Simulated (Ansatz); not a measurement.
# RbSbS3 (model cell, started as cubic perovskite with Sb in the octahedra): from the cell to its phonons

Task: relax RbSbS3 (model cell, started as cubic perovskite with Sb in the octahedra), then find its harmonic phonons.

Main program and level: Ansatz 0.2.0; DFT PBEsol, scalar-relativistic, plane waves, PAW; PAW set soft_1.

Report form: the programs' logs are mostly left out.

The structure was built from a prototype and need not be the compound's stable phase.

## 1. The starting structure

It takes space group Pm-3m (No. 221, cubic). Conventional cell: a = 4.782 Å, b = 4.782 Å, c = 4.782 Å, α = 90.00°, β = 90.00°, γ = 90.00°. Nearest to Rb lie 12 S at 3.38 Å. Sb has 6 S at 2.39 Å nearest. Nearest to S lie 2 Sb at 2.39 Å and 4 Rb at 3.38 Å. Farther neighbours and most contacts between anions are not listed.

## 2. Rough relaxation

A rough relaxation comes first, because large forces or stress need no tight tolerances yet.

Input file input.yaml:

```yaml
crystal:
  lattice:
    - [4.7824, 0.0, 0.0]
    - [0.0, 4.7824, 0.0]
    - [0.0, 0.0, 4.7824]
  atoms:
    - { symbol: Rb, position: [0.0, 0.0, 0.0] }
    - { symbol: Sb, position: [0.5, 0.5, 0.5] }
    - { symbol: S, position: [0.5, 0.5, 0.0] }
    - { symbol: S, position: [0.5, 0.0, 0.5] }
    - { symbol: S, position: [0.0, 0.5, 0.5] }
kpoints:
  mp_grid: { grid: [4, 4, 4] }
hamiltonian:
  xc: pbesol
  pseudopotentials: { kind: paw, azcp: { folder: soft_1 }, xc_functional: pbe }
scf:
  occupations: { method: gaussian, width: 0.1 }
output:
  forces: true
  stress: true
  eigenvalues: true
relax:
  adjacent_minimum: "off"
  f_tol: 0.05
  max_steps: 80
  cell: { stress_tol: 0.5 }
```

Launch:

```sh
$ ansatz run input.yaml --threads 8 --pin off --max-ram 16384MiB --backend cpu --events-out ev --progress --plain --runs-dir out
```

The job ended after 1.7 s (8 threads of Arm Neoverse V2, shared host; peak memory 0.46 GiB; 9.3 s of CPU time).

Relaxation path:

```tsv
step	energy less that of the first step (eV)	largest force component (eV/Å)	pressure (GPa)	volume (Å³)
1	0.0000	0.0000	13.12	109.38
2	-0.6842	0.0000	1.43	126.17
3	-0.6972	0.0000	0.36	128.58
4*	-0.7007	0.0000	0.38	128.58
```

Relaxation steps marked * repeat the geometry before them on a plane-wave basis chosen anew for their cell, so energy and pressure can jump there.

Forces are held to the 48 operations that the run works with; a distortion that breaks them can't arise in this run.

```tsv
conventional cell, symmetrised	before	after	change
a (Å)	4.782	5.047	+5.5 %
b (Å)	4.782	5.047	+5.5 %
c (Å)	4.782	5.047	+5.5 %
volume (Å³/atom)	21.88	25.72	+17.6 %
```

This step gave:

| Item | Value |
| --- | --- |
| pressure | 0.3751 GPa |
| volume per atom | 25.72 Å³ |
| gap on the k-mesh | 0 eV |

In this step the volume went from 21.88 to 25.72 Å³/atom.

## 3. Bringing the structure to rest

Harmonic phonons are second derivatives at a point where the forces vanish, and they are wanted at zero stress, so atoms and cell are relaxed first.

input.yaml, the sections that differ from step 2:

```yaml
crystal:
  lattice:
    - [5.0473357997, 0.0, 0.0]
    - [0.0, 5.0473357997, 0.0]
    - [0.0, 0.0, 5.0473357997]
  atoms:
    - { symbol: Rb, position: [0.0, 0.0, 0.0] }
    - { symbol: Sb, position: [0.5, 0.5, 0.5] }
    - { symbol: S, position: [0.5, 0.5, 0.0] }
    - { symbol: S, position: [0.5, 0.0, 0.5] }
    - { symbol: S, position: [0.0, 0.5, 0.5] }
kpoints:
  mp_grid: { grid: [8, 8, 8] }
relax:
  adjacent_minimum: "off"
  f_tol: 0.005
  max_steps: 80
  cell: { stress_tol: 0.05 }
# hamiltonian, scf, output: as in step 2
```

The job ended after 4.2 s (8 threads; peak memory 0.56 GiB; 29 s of CPU time).

Step by step:

```tsv
step	energy less that of the first step (eV)	largest force component (eV/Å)	pressure (GPa)	volume (Å³)
1	0.0000	0.0000	0.72	128.58
2	-0.0041	0.0000	0.06	130.35
3	-0.0041	0.0000	0.00	130.52
4*	-0.0043	0.0000	0.00	130.52
```

Relaxation steps marked * repeat the geometry before them on a plane-wave basis chosen anew for their cell, so energy and pressure can jump there.

Forces are held to the 48 operations that the run works with; a distortion that breaks them can't arise in this run.

```tsv
conventional cell, symmetrised	before	after	change
a (Å)	5.047	5.072	+0.5 %
b (Å)	5.047	5.072	+0.5 %
c (Å)	5.047	5.072	+0.5 %
volume (Å³/atom)	25.72	26.10	+1.5 %
```

Final coordinates:

```xyz
5
Lattice="5.0725 0.0000 0.0000 0.0000 5.0725 0.0000 0.0000 0.0000 5.0725" Properties=species:S:1:pos:R:3 pbc="T T T"
Rb    0.0000    0.0000    0.0000
Sb    2.5362    2.5362    2.5362
S     2.5362    2.5362    0.0000
S     2.5362    0.0000    2.5362
S     0.0000    2.5362    2.5362
```

Numbers from this step:

| Property | Result |
| --- | --- |
| pressure | 0.001682 GPa |
| volume per atom | 26.10 Å³ |

In this step the volume went from 25.72 to 26.10 Å³/atom.

## 4. Relaxing to small forces for the phonons

Phonons need a cell at rest on their own settings, so the relaxation is repeated with tight tolerances on forces and stress on the k mesh and occupations of the first response run.

input.yaml, the sections that differ from step 3:

```yaml
crystal:
  lattice:
    - [5.0724823725, 0.0, 0.0]
    - [0.0, 5.0724823725, 0.0]
    - [0.0, 0.0, 5.0724823725]
  atoms:
    - { symbol: Rb, position: [0.0, 0.0, 0.0] }
    - { symbol: Sb, position: [0.5, 0.5, 0.5] }
    - { symbol: S, position: [0.5, 0.5, 0.0] }
    - { symbol: S, position: [0.5, 0.0, 0.5] }
    - { symbol: S, position: [0.0, 0.5, 0.5] }
scf:
  occupations: { method: methfessel_paxton, width: 0.2 }
relax:
  adjacent_minimum: "off"
  f_tol: 0.001
  max_steps: 60
  cell: { stress_tol: 0.01 }
# kpoints, hamiltonian, output: as in step 3
```

It took 3.2 s on 8 threads; peak memory 0.56 GiB; 22 s of CPU time.

Little changed from the start: no atom moved by 0.005 Å and no cell edge by 0.1 %.

This step gave:

```
pressure        : -0.002535 GPa
volume per atom : 26.09 Å³
```

The forces vanish by symmetry and the pressure is -0.003 GPa, within the tolerances set. The cell now holds 26.09 Å³/atom.

## 5. Linear response at the zone centre

The zone centre comes first: it holds the modes that light can see, as far as symmetry allows. No field response is asked, since the mesh shows no gap.

input.yaml, the sections that differ from step 4:

```yaml
crystal:
  lattice:
    - [5.0714313962, 0.0, 0.0]
    - [0.0, 5.0714313962, 0.0]
    - [0.0, 0.0, 5.0714313962]
  atoms:
    - { symbol: Rb, position: [0.0, 0.0, 0.0] }
    - { symbol: Sb, position: [0.5, 0.5, 0.5] }
    - { symbol: S, position: [0.5, 0.5, 0.0] }
    - { symbol: S, position: [0.5, 0.0, 0.5] }
    - { symbol: S, position: [0.0, 0.5, 0.5] }
output:
  eigenvalues: true
phonons:
  method: dfpt
# kpoints, hamiltonian, scf: as in step 4
# relax: removed
```

Run time: 23 s. Hardware: 8 threads; peak memory 1.6 GiB.

Numbers from this step:

```yaml
sum_rule_residual_before_enforcement: 1.67e-5 eV/Å²
point_group: m-3m
highest_optical_mode_at_the_zone_centre_no_lo_to_term: 199.7 cm⁻¹
lowest_optical_zone_centre_mode: -79.32 cm⁻¹
```

Patterns of degenerate modes are one choice out of their space. Modes at Γ, with each element's share of the kinetic energy (negative means imaginary):

```tsv
mode	frequency (cm⁻¹)	symmetry	Rb %	Sb %	S %
1	-79.3	T1u	3	42	55
2	-79.3	T1u	3	42	55
3	-79.3	T1u	3	42	55
4	-4.8	T2u	0	0	100
5	-4.8	T2u	0	0	100
6	-4.8	T2u	0	0	100
7	0.0	acoustic	28	40	32
8	0.0	acoustic	28	40	32
9	0.0	acoustic	28	40	32
10	75.5	T1u	69	7	24
11	75.5	T1u	69	7	24
12	75.5	T1u	69	7	24
13	199.7	T1u	0	11	89
14	199.7	T1u	0	11	89
15	199.7	T1u	0	11	89
```

Displacements in mode 1 (-79.3 cm⁻¹), the largest set to 1:
```
Rb1  0.00 -0.20 -0.21
Sb2  0.00  0.62  0.64
S3   0.00 -0.97  0.14
S4   0.00  0.13 -1.00
S5   0.00 -0.97 -1.00
```

Displacements in mode 15 (199.7 cm⁻¹), the largest set to 1:
```
Rb1  0.00  0.00  0.00
Sb2  0.00 -0.18  0.06
S3   0.00 -0.16 -0.31
S4   0.00  1.00  0.05
S5   0.00 -0.16  0.05
```

Before it was imposed, the acoustic sum rule was missed by 1.7e-5 eV/Å². Small misses are needed for a sound result but don't prove that mesh and cutoff are converged. The lowest optical mode is imaginary, 79.3i cm⁻¹, so the energy falls along it.

## 6. The dispersion

Stability and thermal properties need the whole zone. Linear response on a 2×2×2 q mesh gives force constants as far as a supercell of that size would.

Changes to input.yaml since step 5:

```diff
@@ -22 +22,8 @@
   method: dfpt
+  qmesh: [2, 2, 2]
+  temperatures: { t_max: 1000, t_step: 50 }
+  qpath:
+    path:
+      - [[0.0, 0.0, 0.0], [0.0, 0.5, 0.0], [0.5, 0.5, 0.0], [0.0, 0.0, 0.0], [0.5, 0.5, 0.5], [0.0, 0.5, 0.0]]
+      - [[0.5, 0.5, 0.5], [0.5, 0.5, 0.0]]
+    npoints: 10
```

Elapsed: 96 s, on 8 threads; peak memory 1.4 GiB; 12 min of CPU time.

Numbers from this step:

| Property | Result |
| --- | --- |
| sum-rule residual before enforcement | 1.62e-5 eV/Å² |
| lowest frequency on the path | -125.8 cm⁻¹ |
| highest frequency on the path or at a solved wavevector | 270.0 cm⁻¹ |
| lowest mode on the q mesh (acoustic modes at Γ apart) | -125.8 cm⁻¹ |

Frequencies (cm⁻¹) solved at each irreducible wavevector; negative means imaginary. Frequencies by wavevector, by row:

```tsv
q in reciprocal lattice units	star	mode 1	mode 2	mode 3	mode 4	mode 13	mode 14	mode 15
0 0 0	1	-79.3	-79.3	-79.3	-4.8	199.7	199.7	199.7
0 0 -0.5	3	-125.8	-112	-74.2	-74.2	212.1	212.1	243.2
0 -0.5 -0.5	3	-120.3	-120.3	-73.8	-73.8	218.5	224.3	245.3
-0.5 -0.5 -0.5	1	-71.6	-71.6	-71.6	-62.2	219.5	219.5	270
```

Interpolated from a 2×2×2 q mesh. The phonon branches at the labelled points (cm⁻¹):

```tsv
point	branch 1	branch 2	branch 3	branch 4	branch 12	branch 13	branch 14	branch 15
Γ	-79	-79	-79	-5	76	200	200	200
halfway	-94	-89	-77	-77	109	206	206	222
X	-126	-112	-74	-74	150	212	212	243
halfway	-120	-91	-90	-74	151	215	221	242
M	-120	-120	-74	-74	151	218	224	245
halfway	-92	-91	-80	-76	110	210	218	228
Γ	-79	-79	-79	-5	76	200	200	200
halfway	-83	-83	-80	-78	111	218	218	238
R	-72	-72	-72	-62	151	220	220	270
halfway	-98	-90	-84	-80	152	217	222	250
X	-126	-112	-74	-74	150	212	212	243
jump to R	-72	-72	-72	-62	151	220	220	270
halfway	-98	-98	-70	-70	152	218	222	259
M	-120	-120	-74	-74	151	218	224	245
```

Tetrahedra on a 12×12×12 mesh, mean over bins of 5 cm-1. Interpolated from a 2×2×2 q mesh. Table of phonon density of states by wavenumber; read off at these points:

wavenumber (cm⁻¹), phonon density of states (1/cm⁻¹/cell) and a bar:
```
     -128      0.000 
     -118      0.033 ###
     -108      0.045 ####
      -98      0.055 #####
      -82      0.083 ########
      -72      0.205 ####################
      -62      0.104 ##########
      -52      0.031 ###
      -42      0.014 #
      -32      0.005 
      -18      0.001 
       -8      0.000 
        2      0.000 
       12      0.001 
       22      0.003 
       32      0.009 #
       48      0.037 ####
       58      0.055 #####
       62      0.304 ##############################
       68      0.169 #################
       78      0.037 ####
       88      0.022 ##
       98      0.018 ##
      112      0.025 ##
      122      0.021 ##
      132      0.035 ###
      142      0.032 ###
      148      0.083 ########
      152      0.030 ###
      162      0.000 
      178      0.000 
      188      0.000 
      198      0.000 
      208      0.038 ####
      218      0.157 ###############
      228      0.012 #
      242      0.057 ######
      252      0.015 ##
      262      0.007 #
      272      0.000
```

The partial phonon density of states has structure finer than the step of the table below, so its rows give means over 20 cm⁻¹, whole bins alone (the curve runs from -134 to 287 cm⁻¹). Peaks (cm⁻¹: height): Rb 64.2: 0.264; S -73.5: 0.176, 217.9: 0.137, 241.8: 0.0459; Sb -76.2: 0.0186, 53.6: 0.0243, 88.1: 0.0491, 117.2: 0.0594, 138.4: 0.0648, 149.0: 0.0639.

Phonopy on the run's constants, 11x11x11 mesh, Gaussian sigma 3.0 cm-1. Interpolated from a 2×2×2 q mesh. The partial phonon density of states by wavenumber; means over each step; values in 1/cm⁻¹/cell:

```tsv
wavenumber (cm⁻¹)	Rb	S	Sb
-120	1.2e-4	0.0195	7.2e-4
-100	4.9e-4	0.0486	0.00316
-80	0.00279	0.114	0.0108
-60	0.00120	0.0787	0.00397
-40	1.6e-4	0.0136	5.7e-4
-20	3.5e-5	0.00136	7.6e-5
0	7.7e-5	2.2e-4	1.1e-4
20	7.1e-4	9.9e-4	0.00131
40	0.00527	0.00481	0.0122
60	0.120	0.00738	0.0153
80	0.0179	0.00694	0.0157
100	9.5e-4	0.00211	0.00761
120	4.0e-4	0.00347	0.0228
140	2.4e-4	0.00342	0.0373
160	6.4e-5	9.0e-4	0.0125
180	0	6.0e-7	0
200	0	0.0151	0.00135
220	0	0.0884	0.00412
240	0	0.0310	4.9e-4
260	0	0.00925	6.4e-5
```

Symmetry leaves 4 wavevectors to solve. The lowest mode among them, the acoustic zeros apart, lies at q = (0, 0, -0.5) and is imaginary, 125.8i cm⁻¹, so the energy falls along it.

## 7. Summary of results

```yaml
space_group_after_relaxation_within_0p01_a: Pm-3m
volume_per_atom: 26.1 Å³
electronic_character: no gap on this mesh
highest_optical_mode_at_the_zone_centre_no_lo_to_term: 200 cm⁻¹
lowest_optical_zone_centre_mode: -79.3 cm⁻¹
lowest_mode_on_the_q_mesh_acoustic_modes_at_gamma_apart: -126 cm⁻¹
highest_frequency_on_the_path_or_at_a_solved_wavevector: 270 cm⁻¹
imaginary_modes_on_the_2x2x2_q_mesh: yes
```

In words: Modes are clearly imaginary (beyond 10i cm⁻¹) at 4 of the 4 irreducible wavevectors, most at q = (0, 0, -0.5) (125.8i cm⁻¹), so this structure is not a minimum of the energy. The optical modes at Γ span -79 to 200 cm⁻¹ (negative means imaginary). The highest mode in this list at Γ, 199.7 cm⁻¹, is mostly motion of S (89 % of the kinetic energy). With no gap, or one that is small against the smearing, the frequencies hang on the k mesh and the smearing, most of all near Kohn anomalies. Spin-orbit coupling is left out, which can matter for the heavy elements here. The PAW files were made for PBE and serve the other functionals too. A phonon run warned that its eigensolver left some bands unconverged in a pass. The starting cell was built on a prototype and not taken from a measurement, so the phase need not exist. These are harmonic frequencies at zero temperature: anharmonic shifts, linewidths and thermal expansion are left out.

[Logs are printed without paths, hosts, clocks, repeated set-up lines and the standing remarks that a program may print on its own settings, such as how far it seeks lower states.]

[Hosts, paths, dates, database ids (printed as entryN), source tags and the programs' standing remarks are cut or masked in the printed files.]
